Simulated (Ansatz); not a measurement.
# LiBe (Pm-3m): relaxing the cell for a phonon run

Task: relax LiBe (Pm-3m) tightly.

Program: Ansatz 0.2.0. Level of theory: DFT PBEsol, scalar-relativistic, plane waves, PAW; PAW set soft_1. Results are calculated unless marked as measured.

Report form: the programs' logs are mostly left out.

**1. The structure**

It takes space group Pm-3m (No. 221, cubic). Conventional cell: a = 2.811 Å, b = 2.811 Å, c = 2.811 Å, α = 90.00°, β = 90.00°, γ = 90.00°. Li has 8 Be at 2.43 Å nearest. Nearest to Be lie 8 Li at 2.43 Å. Farther neighbours are not listed.

**2. A coarse first look**

First a cheap look: the gap decides the mesh and the occupations, the pressure tells how far the cell has to move.

input.yaml reads:

```yaml
crystal:
  lattice:
    - [2.811153, 0.0, 0.0]
    - [0.0, 2.811153, 0.0]
    - [0.0, 0.0, 2.811153]
  atoms:
    - { symbol: Li, position: [0.0, 0.0, 0.0] }
    - { symbol: Be, position: [0.5, 0.5, 0.5] }
kpoints:
  mp_grid: { grid: [6, 6, 6] }
hamiltonian:
  xc: pbesol
  pseudopotentials: { kind: paw, azcp: { folder: soft_1 }, xc_functional: pbe }
scf:
  occupations: { method: gaussian, width: 0.1 }
output:
  forces: true
  stress: true
  eigenvalues: true
```

The run is started by

```bash
$ ansatz run input.yaml --threads 4 --pin off --max-ram 10240MiB --backend cpu --events-out ev --progress --plain --runs-dir out
```

Wall time 0.26 s (4 threads of Arm Neoverse V1, shared host); peak memory 0.24 GiB.

Numbers from this step:

| Quantity | Value |
| --- | --- |
| pressure | -0.06770 GPa |
| volume per atom | 11.11 Å³ |
| gap on the k-mesh | 0 eV |

The coarse mesh shows no gap and a pressure of -0.1 GPa.

**3. Relaxation**

The cell and atoms are relaxed, since residual forces and stress would shift the frequencies.

input.yaml, the sections that differ from step 2:

```yaml
kpoints:
  mp_grid: { grid: [14, 14, 14] }
output:
  forces: true
  stress: true
  eigenvalues: true
  write_density: true
  write_potential: true
  elf: true
  volumetric_format: npy
relax:
  adjacent_minimum: "off"
  f_tol: 0.005
  max_steps: 80
  cell: { stress_tol: 0.05 }
# crystal, hamiltonian, scf: as in step 2
```

Run time: 1.9 s. Hardware: 4 threads; peak memory 0.3 GiB; 6.3 s of CPU time.

Step by step:

```
step  energy less that of the first step (eV)  largest force component (eV/Å)  pressure (GPa)  volume (Å³)
   1                                   0.0000                          0.0000           -0.36        22.22
   2                                  -0.0002                          0.0000           -0.10        22.10
   3                                  -0.0002                          0.0000            0.00        22.05
  4*                                  -0.0002                          0.0000            0.00        22.05
```

Relaxation steps marked * repeat the geometry before them on a plane-wave basis chosen anew for their cell, so energy and pressure can jump there.

The run keeps the 48 symmetry operations that it works with, so distortions that break them were not tested.

```
conventional cell, symmetrised  before  after  change
                         a (Å)   2.811  2.804  -0.2 %
                         b (Å)   2.811  2.804  -0.2 %
                         c (Å)   2.811  2.804  -0.2 %
              volume (Å³/atom)   11.11  11.03  -0.7 %
```

Final coordinates:

```xyz
2
Lattice="2.8043 0.0000 0.0000 0.0000 2.8043 0.0000 0.0000 0.0000 2.8043" Properties=species:S:1:pos:R:3 pbc="T T T"
Li    0.0000    0.0000    0.0000
Be    1.4022    1.4022    1.4022
```

Numbers from this step:

| Quantity | Value |
| --- | --- |
| pressure | 7.36e-5 GPa |
| volume per atom | 11.03 Å³ |

ELF in the ac plane at fractional y = 0.000, with atoms of Li within 0.2 Å of it. It is the smooth field of the valence electrons, not physical close to the nuclei.

Values, 15 rows by 15 columns:
```
0.95 0.93 0.47 0.07 0.04 0.12 0.31 0.43 0.43 0.31 0.12 0.04 0.07 0.47 0.93
0.63 0.47 0.15 0.04 0.06 0.19 0.39 0.49 0.49 0.39 0.19 0.06 0.04 0.15 0.47
0.11 0.07 0.04 0.05 0.13 0.33 0.50 0.56 0.56 0.50 0.33 0.13 0.05 0.04 0.07
0.04 0.04 0.06 0.13 0.30 0.49 0.60 0.64 0.64 0.60 0.49 0.30 0.13 0.06 0.04
0.11 0.12 0.19 0.33 0.49 0.61 0.67 0.70 0.70 0.67 0.61 0.49 0.33 0.19 0.12
0.28 0.31 0.39 0.50 0.60 0.67 0.72 0.74 0.74 0.72 0.67 0.60 0.50 0.39 0.31
0.40 0.43 0.49 0.56 0.64 0.70 0.74 0.76 0.76 0.74 0.70 0.64 0.56 0.49 0.43
0.40 0.43 0.49 0.56 0.64 0.70 0.74 0.76 0.76 0.74 0.70 0.64 0.56 0.49 0.43
0.28 0.31 0.39 0.50 0.60 0.67 0.72 0.74 0.74 0.72 0.67 0.60 0.50 0.39 0.31
0.11 0.12 0.19 0.33 0.49 0.61 0.67 0.70 0.70 0.67 0.61 0.49 0.33 0.19 0.12
0.04 0.04 0.06 0.13 0.30 0.49 0.60 0.64 0.64 0.60 0.49 0.30 0.13 0.06 0.04
0.11 0.07 0.04 0.05 0.13 0.33 0.50 0.56 0.56 0.50 0.33 0.13 0.05 0.04 0.07
0.63 0.47 0.15 0.04 0.06 0.19 0.39 0.49 0.49 0.39 0.19 0.06 0.04 0.15 0.47
0.95 0.93 0.47 0.07 0.04 0.12 0.31 0.43 0.43 0.31 0.12 0.04 0.07 0.47 0.93
0.91 0.95 0.63 0.11 0.04 0.11 0.28 0.40 0.40 0.28 0.11 0.04 0.11 0.63 0.95
```
Columns run along a (2.8 Å), rows up along c (2.8 Å). Atoms in or near the plane, at fractional coordinates: Li at (0.00, 0.00).

Electrostatic potential energy in the ac plane at fractional y = 0.000, with atoms of Li within 0.2 Å of it. With pseudopotentials it is smooth inside the atoms' cores, unlike the true potential.

Values in eV, 15 rows by 15 columns:
```
-32 -32 -23 -11  -1   3   5   6   6   5   3  -1 -11 -23 -32
-26 -23 -16  -6   1   4   5   6   6   5   4   1  -6 -16 -23
-13 -11  -6   0   3   5   6   6   6   6   5   3   0  -6 -11
 -2  -1   1   3   4   5   6   6   6   6   5   4   3   1  -1
  3   3   4   5   5   5   6   6   6   6   5   5   5   4   3
  5   5   5   6   6   6   6   6   6   6   6   6   6   5   5
  6   6   6   6   6   6   6   6   6   6   6   6   6   6   6
  6   6   6   6   6   6   6   6   6   6   6   6   6   6   6
  5   5   5   6   6   6   6   6   6   6   6   6   6   5   5
  3   3   4   5   5   5   6   6   6   6   5   5   5   4   3
 -2  -1   1   3   4   5   6   6   6   6   5   4   3   1  -1
-13 -11  -6   0   3   5   6   6   6   6   5   3   0  -6 -11
-26 -23 -16  -6   1   4   5   6   6   5   4   1  -6 -16 -23
-32 -32 -23 -11  -1   3   5   6   6   5   3  -1 -11 -23 -32
-32 -32 -26 -13  -2   3   5   6   6   5   3  -2 -13 -26 -32
```
Columns run along a (2.8 Å; values clipped at the 3rd and 97th percentile), rows up along c (2.8 Å). Atoms in or near the plane, at fractional coordinates: Li at (0.00, 0.00).

Valence density in the ac plane at fractional y = 0.000, with atoms of Li within 0.2 Å of it. It is the smooth field of the valence electrons, not physical close to the nuclei.

Values in e/Å³, 15 rows by 15 columns:
```
7.5 5.6 2.2 0.4 0.1 0.1 0.1 0.1 0.1 0.1 0.1 0.1 0.4 2.2 5.6
3.0 2.2 0.7 0.2 0.1 0.1 0.1 0.1 0.1 0.1 0.1 0.1 0.2 0.7 2.2
0.5 0.4 0.2 0.1 0.1 0.1 0.1 0.1 0.1 0.1 0.1 0.1 0.1 0.2 0.4
0.1 0.1 0.1 0.1 0.1 0.1 0.1 0.1 0.1 0.1 0.1 0.1 0.1 0.1 0.1
0.1 0.1 0.1 0.1 0.1 0.1 0.1 0.2 0.2 0.1 0.1 0.1 0.1 0.1 0.1
0.1 0.1 0.1 0.1 0.1 0.1 0.2 0.2 0.2 0.2 0.1 0.1 0.1 0.1 0.1
0.1 0.1 0.1 0.1 0.1 0.2 0.2 0.2 0.2 0.2 0.2 0.1 0.1 0.1 0.1
0.1 0.1 0.1 0.1 0.1 0.2 0.2 0.2 0.2 0.2 0.2 0.1 0.1 0.1 0.1
0.1 0.1 0.1 0.1 0.1 0.1 0.2 0.2 0.2 0.2 0.1 0.1 0.1 0.1 0.1
0.1 0.1 0.1 0.1 0.1 0.1 0.1 0.2 0.2 0.1 0.1 0.1 0.1 0.1 0.1
0.1 0.1 0.1 0.1 0.1 0.1 0.1 0.1 0.1 0.1 0.1 0.1 0.1 0.1 0.1
0.5 0.4 0.2 0.1 0.1 0.1 0.1 0.1 0.1 0.1 0.1 0.1 0.1 0.2 0.4
3.0 2.2 0.7 0.2 0.1 0.1 0.1 0.1 0.1 0.1 0.1 0.1 0.2 0.7 2.2
7.5 5.6 2.2 0.4 0.1 0.1 0.1 0.1 0.1 0.1 0.1 0.1 0.4 2.2 5.6
9.9 7.5 3.0 0.5 0.1 0.1 0.1 0.1 0.1 0.1 0.1 0.1 0.5 3.0 7.5
```
Columns run along a (2.8 Å), rows up along c (2.8 Å). Atoms in or near the plane, at fractional coordinates: Li at (0.00, 0.00).

In this step the volume went from 11.11 to 11.03 Å³/atom.

**4. Tight relaxation**

Phonons need a cell at rest on their own settings, so the relaxation is repeated with tight tolerances on forces and stress on the k mesh and occupations of the first response run.

input.yaml, the sections that differ from step 3:

```yaml
crystal:
  lattice:
    - [2.8043112145, 0.0, 0.0]
    - [0.0, 2.8043112145, 0.0]
    - [0.0, 0.0, 2.8043112145]
  atoms:
    - { symbol: Li, position: [0.0, 0.0, 0.0] }
    - { symbol: Be, position: [0.5, 0.5, 0.5] }
kpoints:
  mp_grid: { grid: [16, 16, 16] }
scf:
  occupations: { method: methfessel_paxton, width: 0.2 }
relax:
  adjacent_minimum: "off"
  f_tol: 0.001
  max_steps: 60
  cell: { stress_tol: 0.01 }
# hamiltonian, output: as in step 3
```

Run time: 2.4 s. Hardware: 4 threads; peak memory 0.32 GiB.

Little changed from the start: no atom moved by 0.005 Å and no cell edge by 0.1 %.

Numbers from this step:

```yaml
pressure: -1.91e-4 GPa
volume_per_atom: 11.00 Å³
```

Valence density in the ac plane at fractional y = 0.000, with atoms of Li within 0.2 Å of it. It is the smooth field of the valence electrons, not physical close to the nuclei.

Values in e/Å³, 15 rows by 15 columns:
```
7.5 5.6 2.2 0.4 0.1 0.1 0.1 0.1 0.1 0.1 0.1 0.1 0.4 2.2 5.6
3.0 2.2 0.8 0.2 0.1 0.1 0.1 0.1 0.1 0.1 0.1 0.1 0.2 0.8 2.2
0.5 0.4 0.2 0.1 0.1 0.1 0.1 0.1 0.1 0.1 0.1 0.1 0.1 0.2 0.4
0.1 0.1 0.1 0.1 0.1 0.1 0.1 0.1 0.1 0.1 0.1 0.1 0.1 0.1 0.1
0.1 0.1 0.1 0.1 0.1 0.1 0.1 0.2 0.2 0.1 0.1 0.1 0.1 0.1 0.1
0.1 0.1 0.1 0.1 0.1 0.1 0.2 0.2 0.2 0.2 0.1 0.1 0.1 0.1 0.1
0.1 0.1 0.1 0.1 0.1 0.2 0.2 0.2 0.2 0.2 0.2 0.1 0.1 0.1 0.1
0.1 0.1 0.1 0.1 0.1 0.2 0.2 0.2 0.2 0.2 0.2 0.1 0.1 0.1 0.1
0.1 0.1 0.1 0.1 0.1 0.1 0.2 0.2 0.2 0.2 0.1 0.1 0.1 0.1 0.1
0.1 0.1 0.1 0.1 0.1 0.1 0.1 0.2 0.2 0.1 0.1 0.1 0.1 0.1 0.1
0.1 0.1 0.1 0.1 0.1 0.1 0.1 0.1 0.1 0.1 0.1 0.1 0.1 0.1 0.1
0.5 0.4 0.2 0.1 0.1 0.1 0.1 0.1 0.1 0.1 0.1 0.1 0.1 0.2 0.4
3.0 2.2 0.8 0.2 0.1 0.1 0.1 0.1 0.1 0.1 0.1 0.1 0.2 0.8 2.2
7.5 5.6 2.2 0.4 0.1 0.1 0.1 0.1 0.1 0.1 0.1 0.1 0.4 2.2 5.6
9.9 7.5 3.0 0.5 0.1 0.1 0.1 0.1 0.1 0.1 0.1 0.1 0.5 3.0 7.5
```
Columns run along a (2.8 Å), rows up along c (2.8 Å). Atoms in or near the plane, at fractional coordinates: Li at (0.00, 0.00).

Electrostatic potential energy in the ac plane at fractional y = 0.000, with atoms of Li within 0.2 Å of it. With pseudopotentials it is smooth inside the atoms' cores, unlike the true potential.

Ten even steps from '0' (-32 eV) to '9' (6 eV):
```
002589999998520
124689999998642
456899999999865
788999999999988
999999999999999
999999999999999
999999999999999
999999999999999
999999999999999
999999999999999
788999999999988
456899999999865
124689999998642
002589999998520
001479999997410
```
Columns run along a (2.8 Å; values clipped at the 3rd and 97th percentile), rows up along c (2.8 Å). Atoms in or near the plane, at fractional coordinates: Li at (0.00, 0.00).

ELF in the ac plane at fractional y = 0.000, with atoms of Li within 0.2 Å of it. It is the smooth field of the valence electrons, not physical close to the nuclei.

Values, 15 rows by 15 columns:
```
0.95 0.93 0.47 0.07 0.04 0.12 0.31 0.43 0.43 0.31 0.12 0.04 0.07 0.47 0.93
0.63 0.47 0.15 0.04 0.06 0.19 0.39 0.49 0.49 0.39 0.19 0.06 0.04 0.15 0.47
0.11 0.07 0.04 0.05 0.13 0.33 0.50 0.57 0.57 0.50 0.33 0.13 0.05 0.04 0.07
0.04 0.04 0.06 0.13 0.30 0.49 0.60 0.64 0.64 0.60 0.49 0.30 0.13 0.06 0.04
0.11 0.12 0.19 0.33 0.49 0.61 0.68 0.70 0.70 0.68 0.61 0.49 0.33 0.19 0.12
0.28 0.31 0.39 0.50 0.60 0.68 0.72 0.74 0.74 0.72 0.68 0.60 0.50 0.39 0.31
0.40 0.43 0.49 0.57 0.64 0.70 0.74 0.76 0.76 0.74 0.70 0.64 0.57 0.49 0.43
0.40 0.43 0.49 0.57 0.64 0.70 0.74 0.76 0.76 0.74 0.70 0.64 0.57 0.49 0.43
0.28 0.31 0.39 0.50 0.60 0.68 0.72 0.74 0.74 0.72 0.68 0.60 0.50 0.39 0.31
0.11 0.12 0.19 0.33 0.49 0.61 0.68 0.70 0.70 0.68 0.61 0.49 0.33 0.19 0.12
0.04 0.04 0.06 0.13 0.30 0.49 0.60 0.64 0.64 0.60 0.49 0.30 0.13 0.06 0.04
0.11 0.07 0.04 0.05 0.13 0.33 0.50 0.57 0.57 0.50 0.33 0.13 0.05 0.04 0.07
0.63 0.47 0.15 0.04 0.06 0.19 0.39 0.49 0.49 0.39 0.19 0.06 0.04 0.15 0.47
0.95 0.93 0.47 0.07 0.04 0.12 0.31 0.43 0.43 0.31 0.12 0.04 0.07 0.47 0.93
0.91 0.95 0.63 0.11 0.04 0.11 0.28 0.40 0.40 0.28 0.11 0.04 0.11 0.63 0.95
```
Columns run along a (2.8 Å), rows up along c (2.8 Å). Atoms in or near the plane, at fractional coordinates: Li at (0.00, 0.00).

The forces vanish by symmetry and the pressure is 0.000 GPa, within the tolerances set. The cell now holds 11.00 Å³/atom.

**5. What came out**

| Item | Value |
| --- | --- |
| space group after relaxation (within 0.01 Å) | Pm-3m |
| lattice constant a | 2.802 Å |
| lattice constant b | 2.802 Å |
| lattice constant c | 2.802 Å |
| volume per atom | 11.0 Å³ |

The forces vanish by symmetry and the pressure is 0.000 GPa, within the tolerances set. The cell now holds 11.00 Å³/atom. The relaxation keeps the symmetry of its start, so it says nothing on stability against lower symmetry. The runs are without spin polarisation, although the cell has an odd electron count. The PAW files were made for PBE and serve the other functionals too.

[Logs are printed without paths, hosts, clocks, repeated set-up lines and the standing remarks that a program may print on its own settings, such as how far it seeks lower states.]

[Hosts, paths, dates, database ids (printed as entryN), source tags and the programs' standing remarks are cut or masked in the printed files.]
